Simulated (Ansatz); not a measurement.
## Work function of Sr(110): what the settings cost and change

Aim: the work function of Sr(110) against thickness and vacuum, with the cost.

Calculated with Ansatz 0.2.0; plane-wave DFT, PBE, Ansatz PAW.

## 1. The structure

The cell holds 1 atom: 1 Sr. Its edges and angles: a = 6.080 Å, b = 4.299 Å, c = 18.000 Å, α = 90.0°, β = 90.0°, γ = 90.0°. Vacuum lies along c.

## 2. Run, setting 1 layer

A work function rests on the faint tail of the density, so the SCF threshold is tight. The slab grows from one layer, at fixed mesh and 18 Å of vacuum; then the vacuum is varied on one slab.

File input.yaml:

```yaml
crystal:
  lattice:
    - [6.08, 0.0, 0.0]
    - [0.0, 4.2992092296, 0.0]
    - [0.0, 0.0, 18.0]
  atoms:
    - { symbol: Sr, position: [0.5, 0.5, 0.5] }
kpoints:
  mp_grid: { grid: [7, 10, 1] }
hamiltonian:
  xc: pbe
scf:
  occupations: { method: fermi_dirac, width: 0.1 }
  convergence: { dr2_threshold: 1.0e-09 }
efield:
  axis: 3
  dipole_correction: true
  ramp_position: 0.97
  ramp_width: 0.06
output:
  write_potential: true
  write_density: true
  volumetric_format: npy
  elf: true
```

Command:

```bash
> ansatz run input.yaml --threads 2 --pin off --max-ram 3072MiB --backend cpu --events-out ev --progress --plain --runs-dir out
```

Numbers of over 12 decimals in the logs are rounded to 6 here.

Output:

```text
Engine: ansatz 0.2.0, aarch64-unknown-linux-gnu
Pseudopotentials: kind: paw
Pseudopotential: Sr, paw, valence charge 10, recommended cutoff 420 eV (normal), Sr.paw.azcp
Functional definition: PBE
  parameter kappa = 0.804
  parameter beta = 0.066725
  exchange = pbe_x(kappa = kappa, mu = beta*pi^2/3)
  correlation = pbe_c(beta = beta)
Crystal: 1 atoms, lattice volume = 470.505 Å³
Basis set: ecut = 420 eV, 9219 PW (Γ)
Bands: 9, of which v1, the nominal top of the filled ones, is band 5 counted from 1 (4 counted from 0)
Symmetry: 4 space group operations
k-points: 24 of 70
Non-local potential: Sr, projectors of the file, l = 0: 3, l = 1: 2, l = 2: 2
PAW form: soft (Blöchl's): semilocal exchange-correlation on the pseudo side does not see the compensation charge
PAW one-centre angular grid: Sr, 110 points (default); XC on 64 Gauss nodes
Initial density: superposition of atomic densities (neutral atoms: chi_scale 0, normalization atom), corrected by the library's trained network
Initial wavefunctions: pseudopotential atomic-orbital guess
Functional: x = pbe(κ = 0.804, μ = 0.219515), c = pbe(β = 0.066725)
SCF iter   1: F=—  HF=-3542.974349 eV  |F-HF|=—  |Δ(HF+E_count)|=         —  Δρ=9.96e-4  dr2=2.81e-2  ethr=1.77e-3  p=0.000 e·Å  D=5.97e-16 V/Å  ΔV_dip=-0.00 eV  dr2_dipole=5.27e-9  V_vac-E_F(+/−)=2.49/2.49 eV  ⟨swp⟩=10.0  Hψ=2471  notcnv=0
efield: sawtooth ramp at fractional position 0.9700 (set: `efield.ramp_position`, or a place that a band, a saddle search or an elastic batch's reference lends), width 0.0600; the density the first Hamiltonian is built on has a dipole p = 0.000 e·Å; the dipole correction subtracts the counter field D = 5.97e-16 V/Å, which shifts the + side's vacuum level by -0.00 eV against the − side's; the planar-averaged density in the ramp window peaks in size at 1.7e-6 e/Å³
preconditioner: auto → LDOS  [metal: Δε(μ)=0.106 eV  Ē_g=2.003 eV  σ=0.100 eV  W_gap=0.25  n_scr=18 (ndim 8)  ℏωp=2.4 eV  f_vac=0.652  D(μ)=1.62/eV (n_scr^D=4)  β→1.0]
SCF iter   2: F=—  HF=-3542.977469 eV  |F-HF|=—  |Δ(HF+E_count)|=   3.12e-3  Δρ=6.07e-4  dr2=6.93e-3  ethr=2.81e-4  p=-0.000 e·Å  D=-7.69e-6 V/Å  ΔV_dip=0.00 eV  dr2_dipole=4.22e-8  V_vac-E_F(+/−)=2.52/2.52 eV  ⟨swp⟩=2.4  Hψ=494  notcnv=0
SCF iter   3: F=—  HF=-3542.980139 eV  |F-HF|=—  |Δ(HF+E_count)|=   2.67e-3  Δρ=2.70e-4  dr2=8.75e-4  ethr=6.93e-5  p=0.000 e·Å  D=3.40e-5 V/Å  ΔV_dip=-0.00 eV  dr2_dipole=1.89e-7  V_vac-E_F(+/−)=2.47/2.47 eV  ⟨swp⟩=2.0  Hψ=267  notcnv=0
SCF iter   4: F=—  HF=-3542.980393 eV  |F-HF|=—  |Δ(HF+E_count)|=   2.54e-4  Δρ=7.23e-5  dr2=3.58e-5  ethr=8.75e-6  p=-0.000 e·Å  D=-2.51e-5 V/Å  ΔV_dip=0.00 eV  dr2_dipole=8.76e-8  V_vac-E_F(+/−)=2.46/2.46 eV  ⟨swp⟩=3.0  Hψ=420  notcnv=0
SCF iter   5: F=—  HF=-3542.980421 eV  |F-HF|=—  |Δ(HF+E_count)|=   2.84e-5  Δρ=2.65e-5  dr2=5.76e-6  ethr=3.58e-7  p=0.000 e·Å  D=1.59e-5 V/Å  ΔV_dip=-0.00 eV  dr2_dipole=4.57e-8  V_vac-E_F(+/−)=2.46/2.46 eV  ⟨swp⟩=2.7  Hψ=393  notcnv=0
SCF iter   6: F=—  HF=-3542.980435 eV  |F-HF|=—  |Δ(HF+E_count)|=   1.33e-5  Δρ=8.06e-6  dr2=6.95e-7  ethr=5.76e-8  p=-0.000 e·Å  D=-1.42e-5 V/Å  ΔV_dip=0.00 eV  dr2_dipole=3.55e-8  V_vac-E_F(+/−)=2.46/2.46 eV  ⟨swp⟩=3.0  Hψ=440  notcnv=0
SCF iter   7: F=—  HF=-3542.980378 eV  |F-HF|=—  |Δ(HF+E_count)|=   5.61e-5  Δρ=4.33e-6  dr2=1.94e-7  ethr=6.95e-9  p=0.000 e·Å  D=1.03e-5 V/Å  ΔV_dip=-0.00 eV  dr2_dipole=1.92e-8  V_vac-E_F(+/−)=2.46/2.46 eV  ⟨swp⟩=2.0  Hψ=331  notcnv=0
SCF iter   8: F=—  HF=-3542.980378 eV  |F-HF|=—  |Δ(HF+E_count)|=   1.46e-8  Δρ=8.01e-7  dr2=9.59e-9  ethr=1.94e-9  p=0.000 e·Å  D=1.69e-7 V/Å  ΔV_dip=-0.00 eV  dr2_dipole=4.49e-12  V_vac-E_F(+/−)=2.46/2.46 eV  ⟨swp⟩=2.8  Hψ=345  notcnv=0
SCF iter   9: F=-3542.980378 eV  HF=-3542.980378 eV  |F-HF|=3.94e-10  |Δ(HF+E_count)|=   7.29e-9  Δρ=2.54e-7  dr2=6.71e-10  ethr=1.00e-11  p=0.000 e·Å  D=1.87e-7 V/Å  ΔV_dip=-0.00 eV  dr2_dipole=2.00e-12  V_vac-E_F(+/−)=2.46/2.46 eV  ⟨swp⟩=3.3  Hψ=921  notcnv=0
SCF 1 converged in 9 iterations: F = -3542.980378 eV  dr2 = 6.71e-10
  greatest PAW one-centre occupation: 0.989 electrons in one spin orbital (limit 2), on the Sr atom at site 0 (counted from 0), in its partial waves of l = 0
WARN: The output density's exchange-correlation potential varies sharply where the density is thin. Do not read a vacuum level from v_tot or v_xc, or from such a field of the output density. On a cell that repeats whose density bears no net charge and no dipole along the vacuum's axis use v_es (v_loc + v_h of the components); under efield.dipole_correction with no amplitude use v_es + v_field, which holds any externa [...]
SCF converged after 9 iterations
Free energy (F): -3542.980378 eV
Harris-Foulkes:  -3542.980378 eV  (|F-HF|=3.94e-10)
Internal energy: -3542.922824 eV  (E = F + TS)
E sigma→0 (E₀):  -3542.951601 eV
Entropy (-TS):   -0.057555 eV (-57.555 meV/atom)
Fermi energy:    -1.421505 eV
Dipole field:    D = -0.000001 V/Å  (p = -0.000003 e·Å, saw-weighted, corrected)
Work function:   Φ+ = 2.4639 eV   Φ− = 2.4639 eV
Levels:          The Fermi level and band energies are counted from a zero that moves with the ramp; work functions are not
--- Per-component energies (eV) ---
  E_band       = -213.584468
  E_kinetic    = 237.395615
  E_local      = -1745.096271  (includes V_loc(G=0)·N_el)
  E_nonlocal   = 203.911016
  E_hartree    = 643.532747
  E_xc         = -168.799937
  E_vxc        = -155.979761  (∫ρ·V_xc dr)
  E_paw        = -2694.815644  (= ΣΔE_a)
  E_vpaw       = -40.880567  (= ΣTr[D̂ρ^β])
  E_aug_tail   = -0.000001  (compensation charges beyond the density's cutoff)
  E_efield     = 0.000000  (sawtooth field / dipole correction)
  E_vefield    = 0.000000  (∫n·V_field dr)
  E_ewald      = -19.050349
  E_smearing   = -0.057555  (= −TS)
  E_closure    = 0.000000  (closes the sum)
  Σ components = -3542.980378   (vs F -3542.980378, Δ=0.00e0)
--- Band table (eV; the first three rows and the last of 24) ---
  k-point 0: bands = ["-39.6122", "-21.6143", "-21.5543", "-21.4127", "-3.6139", "-1.0579", "-0.9443", "-0.5471", "0.0098"]
  k-point 1: bands = ["-39.6118", "-21.6135", "-21.5535", "-21.4211", "-3.5028", "-1.0291", "-0.8671", "-0.4960", "0.0435"]
  k-point 2: bands = ["-39.6109", "-21.6115", "-21.5515", "-21.4429", "-3.1816", "-0.9652", "-0.6707", "-0.3546", "0.1077"]
  k-point 23: bands = ["-39.6083", "-21.6062", "-21.5473", "-21.4993", "-1.1151", "-0.8691", "-0.8369", "-0.6579", "0.0860"]
```

It took 23 s on 2 threads of Arm Neoverse N1, shared host; peak memory 0.51 GiB.

The column dr2 measures how far the density is from self-consistency, as an energy; F and HF (Harris–Foulkes) agree once it is small.

This step gave:

| Quantity | Value |
| --- | --- |
| energy at zero smearing | -3542.9516 eV |
| work function, upper face | 2.464 eV |

Running mean over 2.15 Å of the planar mean; the ramp of the sawtooth is left out. Table of electron's electrostatic potential energy less the Fermi level by z:

```
z (Å)  electron's electrostatic potential energy less the Fermi level (eV)
 2.88                                                                 2.46
 3.17                                                                 2.46
 3.60                                                                 2.46
 3.89                                                                 2.46
 4.18                                                                 2.46
 4.46                                                                 2.46
 4.90                                                                 2.45
 5.18                                                                 2.43
 5.47                                                                 2.41
 5.90                                                                 2.34
 6.19                                                                 2.26
 6.48                                                                 2.13
 6.91                                                                 1.77
 7.20                                                                 1.35
 7.49                                                                0.602
 7.78                                                               -0.590
 8.21                                                                -2.62
 8.50                                                                -3.53
 8.78                                                                -3.94
 9.22                                                                -3.94
 9.50                                                                -3.53
 9.79                                                                -2.62
10.22                                                               -0.590
10.51                                                                0.602
10.80                                                                 1.35
11.09                                                                 1.77
11.52                                                                 2.13
11.81                                                                 2.26
12.10                                                                 2.34
12.53                                                                 2.41
12.82                                                                 2.43
13.10                                                                 2.45
13.54                                                                 2.46
13.82                                                                 2.46
14.11                                                                 2.46
14.40                                                                 2.46
14.83                                                                 2.46
15.12                                                                 2.46
```

Electrostatic potential energy in the ca plane at fractional y = 0.500, with atoms of Sr within 0.2 Å of it. With pseudopotentials it is smooth inside the atoms' cores, unlike the true potential.

Ten even steps from '0' (-16 eV) to '9' (1 eV), each cell a mean:
```
99999999999999999999999999999999999999999999
99999999999999999999999999999999999999999999
99999999999999999999888889999999999999999999
99999999999999999987655678999999999999999999
99999999999999999876310147899999999999999999
99999999999999999863000015789999999999999999
99999999999999999861000004789999999999999999
99999999999999999862000004789999999999999999
99999999999999999874000026899999999999999999
99999999999999999987532467899999999999999999
99999999999999999998777788999999999999999999
99999999999999999999988999999999999999999999
99999999999999999999999999999999999999999999
99999999999999999999999999999999999999999999
```
Columns run along c (18.0 Å; values clipped at the 3rd and 97th percentile), rows up along a (6.1 Å). Atoms in or near the plane, at fractional coordinates: Sr at (0.50, 0.50).

ELF in the ca plane at fractional y = 0.500, with atoms of Sr within 0.2 Å of it. It is the smooth field of the valence electrons, not physical close to the nuclei.

Ten even steps from '0' (0.00) to '9' (0.85), each cell a mean:
```
00000000000000000123444443210000000000000000
00000000000000001234444444321000000000000000
00000000000000012443211234432100000000000000
00000000000000124421011111343100000000000000
00000000000000234311478620244210000000000000
00000000000001244204998971135310000000000000
00000000000001244116952892135310000000000000
00000000000001244215975982135310000000000000
00000000000000244212799951144310000000000000
00000000000000134410244311244210000000000000
00000000000000123432110112442100000000000000
00000000000000012344333344421000000000000000
00000000000000001234455543210000000000000000
00000000000000000123444432110000000000000000
```
Columns run along c (18.0 Å), rows up along a (6.1 Å). Atoms in or near the plane, at fractional coordinates: Sr at (0.50, 0.50).

Valence density in the ca plane at fractional y = 0.500, with atoms of Sr within 0.2 Å of it. It is the smooth field of the valence electrons, not physical close to the nuclei.

Values in e/Å³, 8 rows by 16 columns, each cell a mean:
```
0.0 0.0 0.0 0.0 0.0 0.0 0.0 0.0 0.0 0.0 0.0 0.0 0.0 0.0 0.0 0.0
0.0 0.0 0.0 0.0 0.0 0.0 0.0 0.0 0.0 0.0 0.0 0.0 0.0 0.0 0.0 0.0
0.0 0.0 0.0 0.0 0.0 0.0 0.0 0.3 0.4 0.0 0.0 0.0 0.0 0.0 0.0 0.0
0.0 0.0 0.0 0.0 0.0 0.0 0.0 1.4 1.8 0.1 0.0 0.0 0.0 0.0 0.0 0.0
0.0 0.0 0.0 0.0 0.0 0.0 0.0 1.2 1.5 0.1 0.0 0.0 0.0 0.0 0.0 0.0
0.0 0.0 0.0 0.0 0.0 0.0 0.0 0.1 0.2 0.0 0.0 0.0 0.0 0.0 0.0 0.0
0.0 0.0 0.0 0.0 0.0 0.0 0.0 0.0 0.0 0.0 0.0 0.0 0.0 0.0 0.0 0.0
0.0 0.0 0.0 0.0 0.0 0.0 0.0 0.0 0.0 0.0 0.0 0.0 0.0 0.0 0.0 0.0
```
Columns run along c (18.0 Å), rows up along a (6.1 Å). Atoms in or near the plane, at fractional coordinates: Sr at (0.50, 0.50).

The work function is 2.464 eV.

## 3. Slab, 2 atoms

System of this step: Sr(110). The cell holds 2 atoms: 2 Sr. Its edges and angles: a = 6.080 Å, b = 4.299 Å, c = 20.150 Å, α = 90.0°, β = 90.0°, γ = 90.0°. Vacuum lies along c.

input.yaml, the sections that differ from step 2:

```yaml
crystal:
  lattice:
    - [6.08, 0.0, 0.0]
    - [0.0, 4.2992092296, 0.0]
    - [0.0, 0.0, 20.1496046148]
  atoms:
    - { symbol: Sr, position: [0.5, 0.5, 0.4466588885] }
    - { symbol: Sr, position: [0.0, 0.0, 0.5533411115] }
output:
  write_potential: true
  write_density: true
  volumetric_format: npy
# kpoints, hamiltonian, scf, efield: as in step 2
```

Output:

```text
[...]
Crystal: 2 atoms, lattice volume = 526.694 Å³
Basis set: ecut = 420 eV, 10289 PW (Γ)
Bands: 14, of which v1, the nominal top of the filled ones, is band 10 counted from 1 (9 counted from 0)
Symmetry: 4 space group operations
k-points: 24 of 70
[...]
k-point 1: bands = [... 6 lower, -20.0675, -20.0379, -3.5209, -1.6116, -0.6741, -0.0043, 0.0724, 0.2250, ... 4 higher]
  k-point 2: bands = [... 6 lower, -20.0865, -20.0621, -3.2153, -1.3417, -0.5398, -0.0223, 0.0418, 0.3288, ... 4 higher]
  k-point 23: bands = [... 6 lower, -20.0960, -20.0960, -1.0753, -1.0753, -0.5125, -0.5125, 0.1165, 0.1165, ... 4 higher]
[key lines of the parts left out:]
SCF converged after 8 iterations
Free energy (F): -7087.149620 eV
Fermi energy:    -0.888974 eV
Dipole field:    D = 0.000002 V/Å  (p = 0.000006 e·Å, saw-weighted, corrected)
Work function:   Φ+ = 2.6130 eV   Φ− = 2.6130 eV
```

Run time: 42 s. Hardware: 2 threads; peak memory 0.65 GiB; 67 s of CPU time.

The work function is 2.613 eV, +0.149 eV from the run “1 layer”, at 1.8 times its CPU time.

## 4. Run, 3 atoms

System of this step: Sr(110). The cell holds 3 atoms: 3 Sr. Its edges and angles: a = 6.080 Å, b = 4.299 Å, c = 22.299 Å, α = 90.0°, β = 90.0°, γ = 90.0°. Vacuum lies along c.

input.yaml, the sections that differ from step 3:

```yaml
crystal:
  lattice:
    - [6.08, 0.0, 0.0]
    - [0.0, 4.2992092296, 0.0]
    - [0.0, 0.0, 22.2992092296]
  atoms:
    - { symbol: Sr, position: [0.0, 0.0, 0.4036017559] }
    - { symbol: Sr, position: [0.5, 0.5, 0.5] }
    - { symbol: Sr, position: [0.0, 0.0, 0.5963982441] }
# kpoints, hamiltonian, scf, efield, output: as in step 3
```

Output:

```text
[...]
Crystal: 3 atoms, lattice volume = 582.883 Å³
Basis set: ecut = 420 eV, 11445 PW (Γ)
Bands: 19, of which v1, the nominal top of the filled ones, is band 15 counted from 1 (14 counted from 0)
Symmetry: 4 space group operations
k-points: 24 of 70
[...]
k-point 1: bands = [... 11 lower, -18.8866, -3.2826, -1.9134, -0.5024, -0.3449, 0.4548, 0.6184, 0.6233, ... 4 higher]
  k-point 2: bands = [... 11 lower, -18.9103, -2.9807, -1.6337, -0.3061, -0.1604, 0.3592, 0.6164, 0.6222, ... 4 higher]
  k-point 23: bands = [... 11 lower, -18.9336, -0.9759, -0.7590, -0.2811, -0.0463, 0.2471, 0.3022, 0.4974, ... 4 higher]
[key lines of the parts left out:]
SCF converged after 9 iterations
Free energy (F): -10631.421200 eV
Fermi energy:    -0.307975 eV
Dipole field:    D = -0.000000 V/Å  (p = -0.000001 e·Å, saw-weighted, corrected)
Work function:   Φ+ = 2.5869 eV   Φ− = 2.5869 eV
```

Wall time 59 s (2 threads); peak memory 0.76 GiB.

The work function is 2.587 eV, -0.026 eV from the run “2 layers”, at 1.5 times its CPU time.

## 5. Run, 4 atoms

System of this step: Sr(110). The cell holds 4 atoms: 4 Sr. Cell: a = 6.080 Å, b = 4.299 Å, c = 24.449 Å, α = 90.0°, β = 90.0°, γ = 90.0°. Vacuum lies along c.

input.yaml, the sections that differ from step 4:

```yaml
crystal:
  lattice:
    - [6.08, 0.0, 0.0]
    - [0.0, 4.2992092296, 0.0]
    - [0.0, 0.0, 24.4488138444]
  atoms:
    - { symbol: Sr, position: [0.5, 0.5, 0.3681160181] }
    - { symbol: Sr, position: [0.0, 0.0, 0.4560386727] }
    - { symbol: Sr, position: [0.5, 0.5, 0.5439613273] }
    - { symbol: Sr, position: [0.0, 0.0, 0.6318839819] }
# kpoints, hamiltonian, scf, efield, output: as in step 4
```

Output:

```text
[...]
Crystal: 4 atoms, lattice volume = 639.072 Å³
Basis set: ecut = 420 eV, 12543 PW (Γ)
Bands: 24, of which v1, the nominal top of the filled ones, is band 20 counted from 1 (19 counted from 0)
Symmetry: 4 space group operations
k-points: 24 of 70
[...]
k-point 1: bands = [... 16 lower, -2.9812, -2.0325, -0.7418, -0.0300, 0.2762, 0.6780, 0.9422, 1.0388, ... 4 higher]
  k-point 2: bands = [... 16 lower, -2.6787, -1.7486, -0.5040, 0.1632, 0.4484, 0.7555, 0.8459, 0.9258, ... 4 higher]
  k-point 23: bands = [... 16 lower, -0.5797, -0.5797, 0.1561, 0.1561, 0.3852, 0.3852, 0.5703, 0.5703, ... 4 higher]
[key lines of the parts left out:]
SCF converged after 9 iterations
Free energy (F): -14175.666669 eV
Fermi energy:    0.165162 eV
Dipole field:    D = -0.000001 V/Å  (p = -0.000004 e·Å, saw-weighted, corrected)
Work function:   Φ+ = 2.5623 eV   Φ− = 2.5622 eV
```

It took 77 s on 2 threads; peak memory 0.88 GiB.

The work function is 2.562 eV, -0.025 eV from the run “3 layers”, at 1.3 times its CPU time.

## 6. Run, 5 atoms

System of this step: Sr(110). The cell holds 5 atoms: 5 Sr. Cell: a = 6.080 Å, b = 4.299 Å, c = 26.598 Å, α = 90.0°, β = 90.0°, γ = 90.0°. Vacuum lies along c.

input.yaml, the sections that differ from step 5:

```yaml
crystal:
  lattice:
    - [6.08, 0.0, 0.0]
    - [0.0, 4.2992092296, 0.0]
    - [0.0, 0.0, 26.5984184592]
  atoms:
    - { symbol: Sr, position: [0.0, 0.0, 0.3383659827] }
    - { symbol: Sr, position: [0.5, 0.5, 0.4191829913] }
    - { symbol: Sr, position: [0.0, 0.0, 0.5] }
    - { symbol: Sr, position: [0.5, 0.5, 0.5808170087] }
    - { symbol: Sr, position: [0.0, 0.0, 0.6616340173] }
# kpoints, hamiltonian, scf, efield, output: as in step 5
```

Output:

```text
[...]
Crystal: 5 atoms, lattice volume = 695.261 Å³
Basis set: ecut = 420 eV, 13595 PW (Γ)
Bands: 30, of which v1, the nominal top of the filled ones, is band 25 counted from 1 (24 counted from 0)
Symmetry: 4 space group operations
k-points: 24 of 70
[...]
k-point 0: bands = [... 21 lower, -2.1159, -1.0744, 0.0009, 0.1672, 0.7373, 0.7410, 1.3253, 1.3880, ... 6 higher]
  k-point 1: bands = [... 21 lower, -2.0160, -0.9818, 0.0828, 0.2527, 0.7905, 0.7918, 1.2841, 1.3470, ... 6 higher]
  k-point 2: bands = [... 21 lower, -1.7280, -0.7246, 0.2746, 0.4672, 0.9108, 0.9206, 1.1811, 1.2488, ... 6 higher]
  k-point 23: bands = [... 21 lower, -0.2652, 0.3167, 0.3690, 0.5565, 0.5784, 0.6731, 0.8506, 0.9861, ... 6 higher]
[key lines of the parts left out:]
SCF converged after 10 iterations
Free energy (F): -17719.902198 eV
Fermi energy:    0.522202 eV
Dipole field:    D = 0.000000 V/Å  (p = 0.000000 e·Å, saw-weighted, corrected)
Work function:   Φ+ = 2.6045 eV   Φ− = 2.6045 eV
```

Elapsed: 1.8 min, on 2 threads; peak memory 1 GiB.

The work function is 2.604 eV, +0.042 eV from the run “4 layers”, at 1.4 times its CPU time.

(Part 1 of 2 ends here.)

[Logs are printed without paths, hosts, clocks, repeated set-up lines and the standing remarks that a program may print on its own settings, such as how far it seeks lower states.]

[Hosts, paths, dates, database ids (printed as entryN), source tags and the programs' standing remarks are cut or masked in the printed files.]

[Maps of the electrostatic potential energy from Ansatz leave out the sawtooth potential of an applied field or a dipole correction, so their vacuum need not be flat; planar profiles and work functions include it.]
